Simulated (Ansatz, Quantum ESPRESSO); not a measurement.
# KSrCl3 (Pm-3m): Raman and infrared activity, part 2 of 3

Which lines does KSrCl3 (Pm-3m) show in Raman and infrared spectra?

Quantum ESPRESSO 8.0 development, patched; DFT LDA, scalar-relativistic, plane waves, PseudoDojo norm-conserving pseudopotentials.

So far. Step 2 (A probe with smearing): A gap of 4.0 eV opens on this mesh, so the crystal is taken as an insulator; the start stands at -3.0 GPa. Step 4 (Ground state): The cell stands at -0.035 GPa, close enough for phonons. The relaxed cell has a = 5.484 Å (conventional setting).

The structure was built from a prototype and need not be the compound's stable phase.

### Step 5. Zone-centre response

At q = 0 one unit cell holds all displacements; symmetry groups them into irreducible representations that are solved one by one. The response to a field gives ε∞ and the Born charges, which polar modes need. Third-order response adds the Raman tensors.

Input file ph.in:

```
phonons
 &inputph
    prefix='x',
    outdir='./tmp',
    fildyn='g.dyn',
    tr2_ph=1.0d-18,
    epsil=.true.,
    lraman=.true.,
    elop=.true.,
 /
0.000000000000 0.000000000000 0.000000000000
```

Command:

```bash
$ OMP_NUM_THREADS=1 mpirun -n 4 ph.x -nk 4 -in ph.in > ph.out
```

Output:

```text
[banners, grids, parts of the stress and lines that vanish by symmetry left out]
[banner, memory and clock lines left out]
Program PHONON v.8.0dev

[...]
(   1q-points):
[...]
Exchange-correlation= PW
                           (   1   4   0   0   0   0   0)
[...]
kinetic-energy cut-off    =      64.0000  Ry
     charge density cut-off    =     256.0000  Ry
     convergence threshold     =      1.0E-18
[...]
Exchange-correlation= PW
                           (   1   4   0   0   0   0   0)
[...]
q = (   0.0000000   0.0000000   0.0000000 )
     49 Sym.Ops. (with q -> -q+G )
     G cutoff =  696.5333  (  76957 G-vectors)     FFT grid: ( 54, 54, 54)
     number of k points=    10
[...]
Mode symmetry, O_h (m-3m)  point group:
[...]
Dielectric constant
[...]
End of electric fields calculation
          Dielectric constant in cartesian axis
          (       2.572086849       0.000000000       0.000000000 )
          (       0.000000000       2.572086849       0.000000000 )
          (       0.000000000       0.000000000       2.572086849 )
          Effective charges (d Force / dE) in cartesian axis without acoustic sum rule applied (asr)
           atom    1  K     Mean Z*:        1.28230
      Ex  (        1.28230        0.00000        0.00000 )
      Ey  (        0.00000        1.28230        0.00000 )
      Ez  (        0.00000        0.00000        1.28230 )
           atom    2  Sr    Mean Z*:        2.37478
      Ex  (        2.37478        0.00000        0.00000 )
      Ey  (        0.00000        2.37478        0.00000 )
      Ez  (        0.00000        0.00000        2.37478 )
           atom    3  Cl    Mean Z*:       -1.22474
      Ex  (       -0.86746        0.00000        0.00000 )
      Ey  (        0.00000       -0.86746        0.00000 )
      Ez  (        0.00000        0.00000       -1.93930 )
           atom    4  Cl    Mean Z*:       -1.22474
      Ex  (       -0.86746        0.00000        0.00000 )
      Ey  (        0.00000       -1.93930        0.00000 )
      Ez  (        0.00000        0.00000       -0.86746 )
           atom    5  Cl    Mean Z*:       -1.22474
      Ex  (       -1.93930        0.00000        0.00000 )
      Ey  (        0.00000       -0.86746        0.00000 )
      Ez  (        0.00000        0.00000       -0.86746 )
          Effective charges Sum: Mean:       -0.01714
[...]
Effective charges (d Force / dE) in cartesian axis with asr applied:
           atom    1  K     Mean Z*:        1.28573
[...]
atom    2  Sr    Mean Z*:        2.37821
[...]
atom    3  Cl    Mean Z*:       -1.22131
[...]
atom    4  Cl    Mean Z*:       -1.22131
[...]
atom    5  Cl    Mean Z*:       -1.22131
[...]
Dielectric constant from finite-differences
          (       2.572109788       0.000000000       0.000000000 )
          (       0.000000000       2.572109788       0.000000000 )
          (       0.000000000       0.000000000       2.572109788 )
[...]
(       0.000000000       0.000000000       0.000000000 )
          (       0.000000000       0.000000000      -0.000000000 )
          (       0.000000000       0.000000000       0.000000000 )
          (       0.000000000       0.000000000      -0.000000000 )
          (       0.000000000       0.000000000       0.000000000 )
          (       0.000000000       0.000000000       0.000000000 )
          (       0.000000000       0.000000000       0.000000000 )
          (      -0.000000000       0.000000000       0.000000000 )
[...]
(       0.000000000       0.000000000       0.000000000 )
          (       0.000000000       0.000000000       0.000000000 )
          (       0.000000000       0.000000000       0.000000000 )
          (       0.000000000       0.000000000       0.000000000 )
          (       0.000000000       0.000000000       0.000000000 )
[...]
Representation #   1 modes #   1   2   3
[...]
End of self-consistent calculation
     Convergence has been achieved
     Representation #   2 modes #   4   5   6
[...]
End of self-consistent calculation
     Convergence has been achieved
     Representation #   3 modes #   7   8   9
[...]
End of self-consistent calculation
     Convergence has been achieved
     Representation #   4 modes #  10  11  12
[...]
End of self-consistent calculation
     Convergence has been achieved
     Representation #   5 modes #  13  14  15
[...]
End of self-consistent calculation
     Convergence has been achieved
[...]
Dielectric constant in cartesian axis
          (       2.572086849       0.000000000       0.000000000 )
          (       0.000000000       2.572086849       0.000000000 )
          (       0.000000000       0.000000000       2.572086849 )
          Effective charges (d Force / dE) in cartesian axis without acoustic sum rule applied (asr)
           atom    1  K     Mean Z*:        1.28230
      Ex  (        1.28230        0.00000        0.00000 )
      Ey  (        0.00000        1.28230        0.00000 )
      Ez  (        0.00000        0.00000        1.28230 )
           atom    2  Sr    Mean Z*:        2.37478
      Ex  (        2.37478        0.00000        0.00000 )
      Ey  (        0.00000        2.37478        0.00000 )
      Ez  (        0.00000        0.00000        2.37478 )
           atom    3  Cl    Mean Z*:       -1.22474
      Ex  (       -0.86746        0.00000        0.00000 )
      Ey  (        0.00000       -0.86746        0.00000 )
      Ez  (        0.00000        0.00000       -1.93930 )
           atom    4  Cl    Mean Z*:       -1.22474
      Ex  (       -0.86746        0.00000        0.00000 )
      Ey  (        0.00000       -1.93930        0.00000 )
      Ez  (        0.00000        0.00000       -0.86746 )
           atom    5  Cl    Mean Z*:       -1.22474
      Ex  (       -1.93930        0.00000        0.00000 )
      Ey  (        0.00000       -0.86746        0.00000 )
      Ez  (        0.00000        0.00000       -0.86746 )
          Effective charges Sum: Mean:       -0.01714
[...]
Effective charges (d Force / dE) in cartesian axis with asr applied:
           atom    1  K     Mean Z*:        1.28573
[...]
atom    2  Sr    Mean Z*:        2.37821
[...]
atom    3  Cl    Mean Z*:       -1.22131
[...]
atom    4  Cl    Mean Z*:       -1.22131
[...]
atom    5  Cl    Mean Z*:       -1.22131
[...]
q = (    0.000000000   0.000000000   0.000000000 )
[...]
freq (    1) =      -2.244359 [THz] =     -74.863771 [cm-1]
     freq (    2) =      -2.244359 [THz] =     -74.863771 [cm-1]
     freq (    3) =      -2.244359 [THz] =     -74.863771 [cm-1]
     freq (    4) =      -1.438084 [THz] =     -47.969321 [cm-1]
     freq (    5) =      -1.438084 [THz] =     -47.969321 [cm-1]
     freq (    6) =      -1.438084 [THz] =     -47.969321 [cm-1]
     freq (    7) =       0.012540 [THz] =       0.418289 [cm-1]
     freq (    8) =       0.012540 [THz] =       0.418289 [cm-1]
     freq (    9) =       0.012540 [THz] =       0.418289 [cm-1]
     freq (   10) =       2.095356 [THz] =      69.893546 [cm-1]
     freq (   11) =       2.095356 [THz] =      69.893546 [cm-1]
     freq (   12) =       2.095356 [THz] =      69.893546 [cm-1]
     freq (   13) =       8.300133 [THz] =     276.862621 [cm-1]
     freq (   14) =       8.300133 [THz] =     276.862621 [cm-1]
     freq (   15) =       8.300133 [THz] =     276.862621 [cm-1]
[...]
Mode symmetry, O_h (m-3m)  point group:
     freq (   1-   3) =        -74.9  [cm-1]   --> T_1u G_15  G_4- I
     freq (   4-   6) =        -48.0  [cm-1]   --> T_2u G_25  G_5-
     freq (   7-   9) =          0.4  [cm-1]   --> T_1u G_15  G_4- I
     freq (  10-  12) =         69.9  [cm-1]   --> T_1u G_15  G_4- I
     freq (  13-  15) =        276.9  [cm-1]   --> T_1u G_15  G_4- I
```

Wall time 26 min (4 MPI ranks of Arm Neoverse V1, shared host).

This step gave:

* miss of the charge sum rule: 0.01714 e
* largest acoustic frequency at the zone centre before the sum rule: 0.42 cm⁻¹
* highest optical zone-centre mode (no LO-TO term): 276.9 cm⁻¹
* lowest optical zone-centre mode: -74.86 cm⁻¹
* mean high-frequency dielectric constant: 2.572
* largest Born charge in size (third of the trace): 2.375 e

Born charge (rows field, columns displacement), before the sum rule (e), principal values of the symmetric part by kind of site:

```
atom  atoms with these values    low  middle   high   mean
  K1                        1   1.28    1.28   1.28   1.28
 Sr2                        1   2.37    2.37   2.37   2.37
 Cl3                        3  -1.94   -0.87  -0.87  -1.22
```

In full for K1:

```
1.28 0.00 0.00
0.00 1.28 0.00
0.00 0.00 1.28
```

High-frequency dielectric tensor:

```
2.57 0.00 0.00
0.00 2.57 0.00
0.00 0.00 2.57
```

The acoustic modes at Γ come out as far as 0.4 cm⁻¹ from zero, where they should vanish, a small numerical error; the Born charges miss their sum rule by 0.017 e, which is good. The lowest optical mode is imaginary, 75i cm⁻¹, an instability at this level and on this k mesh.

### Step 6. Zone-centre analysis

A rigid shift of the crystal must cost nothing, but grids and finite bases break this; the acoustic sum rule is imposed before the matrix is diagonalised again. With Born charges the intensities follow; a static dielectric tensor has no meaning with imaginary modes.

Input file dynmat.in:

```
 &input
    fildyn='g.dyn',
    asr='simple',
    fileig='dynmat.eig',
    lperm=.true.,
 /
```

Command:

```bash
$ dynmat.x -in dynmat.in > dynmat.out
```

Output:

```text
[banner, memory and clock lines left out]
Program DYNMAT v.8.0dev

     Reading Dynamical Matrix from file g.dyn
     ...Force constants read
     ...epsilon and Z* read
     ...Raman cross sections read
     A direction for q was not specified:TO-LO splitting will be absent

     Polarizability (A^3 units)
     multiply by 0.656156 for Clausius-Mossotti correction (not under assume_isolated = 'mt')
        20.637759    0.000000    0.000000
         0.000000   20.637759    0.000000
         0.000000    0.000000   20.637759

     IR activities are in (D/A)^2/amu units

# mode   [cm-1]    [THz]      IR
    1    -74.86   -2.2444    2.0801
    2    -74.86   -2.2444    2.0801
    3    -74.86   -2.2444    2.0801
    4    -47.97   -1.4381    0.0000
    5    -47.97   -1.4381    0.0000
    6    -47.97   -1.4381    0.0000
    7      0.00    0.0000    0.0000
    8      0.00    0.0000    0.0000
    9      0.00    0.0000    0.0000
   10     69.89    2.0953    0.1865
   11     69.89    2.0953    0.1865
   12     69.89    2.0953    0.1865
   13    276.86    8.3001    3.6088
   14    276.86    8.3001    3.6088
   15    276.86    8.3001    3.6088

Electronic dielectric permittivity tensor (relative, adimensional)
         2.572087    0.000000    0.000000
         0.000000    2.572087    0.000000
         0.000000    0.000000    2.572087

 ... with zone-center polar mode contributions
         3.674289   -0.000000    0.000000
        -0.000000    3.674289    0.000000
         0.000000    0.000000    3.674289

[end of the log left out, with the tail of the file of modes that dynmat.x writes under the same name]
```

Run time: 0.47 s. Hardware: 1 thread.

Unit eigenvectors of the mass-weighted matrix after the sum rule; no LO-TO term. Modes at Γ, with each element's share of the kinetic energy (negative means imaginary):

```
mode  frequency (cm⁻¹)  K %  Sr %  Cl %
   1             -74.9   64     0    36
   2             -74.9   64     0    36
   3             -74.9   64     0    36
   4             -48.0    0     0   100
   5             -48.0    0     0   100
   6             -48.0    0     0   100
   7               0.0   17    38    46
   8               0.0   17    38    46
   9               0.0   17    38    46
  10              69.9   19    39    43
  11              69.9   19    39    43
  12              69.9   19    39    43
  13             276.9    0    24    76
  14             276.9    0    24    76
  15             276.9    0    24    76
```

Displacements in mode 2 (-74.9 cm⁻¹), the largest set to 1:
```
K1   0.00  0.00  1.00
Sr2  0.00  0.00  0.01
Cl3  0.00  0.00 -0.03
Cl4  0.00  0.00 -0.55
Cl5  0.00  0.00 -0.55
```

Displacements in mode 10 (69.9 cm⁻¹), the largest set to 1:
```
K1  -0.12  0.05 -1.00
Sr2  0.12 -0.05  0.95
Cl3 -0.12  0.05  0.72
Cl4 -0.12 -0.04 -0.99
Cl5  0.09  0.05 -0.99
```

Degenerate modes summed, no LO-TO term; imaginary modes left out. Lines of the infrared spectrum (strongest = 100):

```
position (cm⁻¹)  lines merged  IR intensity, relative
             70             3                     5.2
            277             3                     100
```

The rule moves no optical mode by more than 0.1 cm⁻¹.

### Step 7. Sum rules set otherwise: a sum rule for molecules or wires on a crystal

This rule also removes rotations, which suits molecules and not a crystal; it is tried to see the harm.

Input file dynmat.in:

```
 &input
    fildyn='g.dyn',
    asr='zero-dim',
    fileig='dynmat.eig',
    lperm=.true.,
 /
```

Command:

```bash
$ dynmat.x -in dynmat.in > dynmat.out
```

Output:

```text
[banner, memory and clock lines left out]
Program DYNMAT v.8.0dev

     Reading Dynamical Matrix from file g.dyn
     ...Force constants read
     ...epsilon and Z* read
     ...Raman cross sections read
     Warning: this looks like a crystal, not a molecule in a box: use asr = 'crystal'
     Acoustic Sum Rule: || Z*(ASR) - Z*(orig)|| =    1.327920E-02
     Acoustic Sum Rule: ||dyn(ASR) - dyn(orig)||=    3.697563E-02
     Message from routine dynmat:
     WARNING: the charges keep any dipole. Ignore the strengths of the modes set to zero; with q typed a rigid rotation may get a frequency
     A direction for q was not specified:TO-LO splitting will be absent

     Polarizability (A^3 units)
     multiply by 0.656156 for Clausius-Mossotti correction (not under assume_isolated = 'mt')
        20.637759    0.000000    0.000000
         0.000000   20.637759    0.000000
         0.000000    0.000000   20.637759

     IR activities are in (D/A)^2/amu units

# mode   [cm-1]    [THz]      IR
    1    -74.86   -2.2444    2.0801
    2    -66.34   -1.9889    1.6220
    3    -66.34   -1.9889    1.6220
    4     -0.00   -0.0000    0.0151
    5     -0.00   -0.0000    0.0002
    6     -0.00   -0.0000    0.0002
    7      0.00    0.0000    0.0452
    8      0.00    0.0000    0.0872
    9      0.00    0.0000    0.0630
   10     21.59    0.6474    0.5398
   11     21.59    0.6474    0.5398
   12     69.89    2.0954    0.1865
   13    273.27    8.1923    3.6080
   14    273.27    8.1923    3.6080
   15    276.86    8.3001    3.6088

Electronic dielectric permittivity tensor (relative, adimensional)
         2.572087    0.000000    0.000000
         0.000000    2.572087    0.000000
         0.000000    0.000000    2.572087

 ... with zone-center polar mode contributions
        13.334284   -4.830012   -4.830012
        -4.830012   13.334284   -4.830012
        -4.830012   -4.830012   13.334284

[end of the log left out, with the tail of the file of modes that dynmat.x writes under the same name]
```

The job ended after 0.45 s (1 thread).

The run ended normally, but on settings that are not sound.

The fault: a sum rule for molecules or wires on a crystal; 3 optical modes are projected out to zero frequency, as if they were rotations.

For a crystal the rule has to be 'simple' or 'crystal'.

Zone-centre frequencies as printed; negative means imaginary. Modes:

```
mode  frequency (cm⁻¹)
   1            -74.86
   2            -66.34
   3            -66.34
   4                 0
   5                 0
   6                 0
   7                 0
   8                 0
   9                 0
  10             21.59
  11             21.59
  12             69.89
  13             273.3
  14             273.3
  15             276.9
```

### Step 8. Modes along a direction of q (1 0 0)

A longitudinal polar mode sets up a macroscopic field that stiffens it; the term hangs on the direction from which q goes to zero.

Input file dynmat.in:

```
 &input
    fildyn='g.dyn',
    asr='simple',
    fileig='dynmat.eig',
    q(1)=1.0,
    q(2)=0.0,
    q(3)=0.0,
 /
```

Command:

```bash
$ dynmat.x -in dynmat.in > dynmat.out
```

Output:

```text
[banner, memory and clock lines left out]
Program DYNMAT v.8.0dev

     Reading Dynamical Matrix from file g.dyn
     ...Force constants read
     ...epsilon and Z* read
     ...Raman cross sections read

     Polarizability (A^3 units)
     multiply by 0.656156 for Clausius-Mossotti correction (not under assume_isolated = 'mt')
        20.637759    0.000000    0.000000
         0.000000   20.637759    0.000000
         0.000000    0.000000   20.637759

     IR activities are in (D/A)^2/amu units

# mode   [cm-1]    [THz]      IR
    1    -74.86   -2.2444    2.0801
    2    -74.86   -2.2444    2.0801
    3    -47.97   -1.4381    0.0000
    4    -47.97   -1.4381    0.0000
    5    -47.97   -1.4381    0.0000
    6     -0.00   -0.0000    0.0000
    7      0.00    0.0000    0.0000
    8      0.00    0.0000    0.0000
    9     36.62    1.0979    0.6754
   10     69.89    2.0953    0.1865
   11     69.89    2.0953    0.1865
   12     83.93    2.5162    0.7367
   13    276.86    8.3001    3.6088
   14    276.86    8.3001    3.6088
   15    311.58    9.3408    4.4633

[end of the log left out, with the tail of the file of modes that dynmat.x writes under the same name]
```

The job ended after 0.45 s (1 thread).

Read from the output:

- highest mode moved by the LO-TO term: 311.6 cm⁻¹

Zone-centre frequencies as printed; negative means imaginary. Modes:

```
mode  frequency (cm⁻¹)
   1            -74.86
   2            -74.86
   3            -47.97
   4            -47.97
   5            -47.97
   6                 0
   7                 0
   8                 0
   9             36.62
  10             69.89
  11             69.89
  12             83.93
  13             276.9
  14             276.9
  15             311.6
```

The field moves 3 modes; the highest of them now lies at 312 cm⁻¹, where the highest that moved away lay at 277.

[end of part 2 of 3]

[Host names and launcher messages were left out of these logs when they were recorded.]

[Logs are printed without paths, hosts, clocks, repeated set-up lines and the standing remarks that a program may print on its own settings, such as how far it seeks lower states.]

[Hosts, paths, dates, database ids (printed as entryN), source tags and the programs' standing remarks are cut or masked in the printed files.]
